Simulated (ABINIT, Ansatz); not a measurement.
Planning a run of ABINIT 10.8.3 on NaHF2 (R-3m). The input:

```
acell 3*1.0 Angstrom
rprim 
  1.737000000015 1.002857417591 4.583333333300
  -1.737000000015 1.002857417591 4.583333333300
  -0.000000000000 -2.005714835182 4.583333333300
ntypat 3
znucl 11 1 9
natom 4
typat 1 2 3 3
xred 
  0.000000000000 0.000000000000 0.000000000000
  0.500000000000 0.500000000000 0.500000000000
  0.417600000000 0.417600000000 0.417600000000
  0.582400000000 0.582400000000 0.582400000000
pp_dirpath "pseudos"
pseudos "Na.upf, H.upf, F.upf"
ecut 38
ngkpt 4 4 4
nshiftk 1
shiftk 0 0 0
kptopt 1
chksymbreak 0
istwfk *1
occopt 1
irdwfk 1
optdriver 99
bs_calctype 1
mbpt_sciss 4.602 eV
bs_loband 7
nband 14
bs_exchange_term 1
bs_coulomb_term 11
bs_coupling 0
bs_algorithm 1
bs_freq_mesh 0 18 0.1 eV
zcut 0.15 eV
ecuteps 3.6
ecutwfn 19
inclvkb 2
irdscr 1
indata_prefix "in"
outdata_prefix "out"
tmpdata_prefix "tmp"
```

```sh
OMP_NUM_THREADS=1 mpirun -n 4 abinit run.abi > log
```

**Question.** Estimate wall time and host memory on 4 MPI ranks of Arm Neoverse V1, shared host.

It took 24 s; on shared hardware allow 12 s to 47 s. Peak host memory was 0.43 GiB.

The kernel grows as the square of the matrix size, and full diagonalisation as its cube.

[Paths, hosts, dates, memory and timing lines, banners, echoed tables and standing remarks are left out of the program output.]

[Logs are printed without paths, hosts, clocks, repeated set-up lines and the standing remarks that a program may print on its own settings, such as how far it seeks lower states.]

[Runs of the session that timed out or met a known fault of the program may be left out.]

[Hosts, paths, dates, database ids (printed as entryN), source tags and the programs' standing remarks are cut or masked in the printed files.]

[G0W0 gaps are taken among the corrected bands and points alone; a level outside them can change the order at an edge.]

[Where Ansatz stands beside ABINIT at settings called matched, ABINIT's density can come from a denser mesh and the files from another edition; pairs whose starting gaps differed by over 0.03 eV were left out, so agreement reads better than it is.]
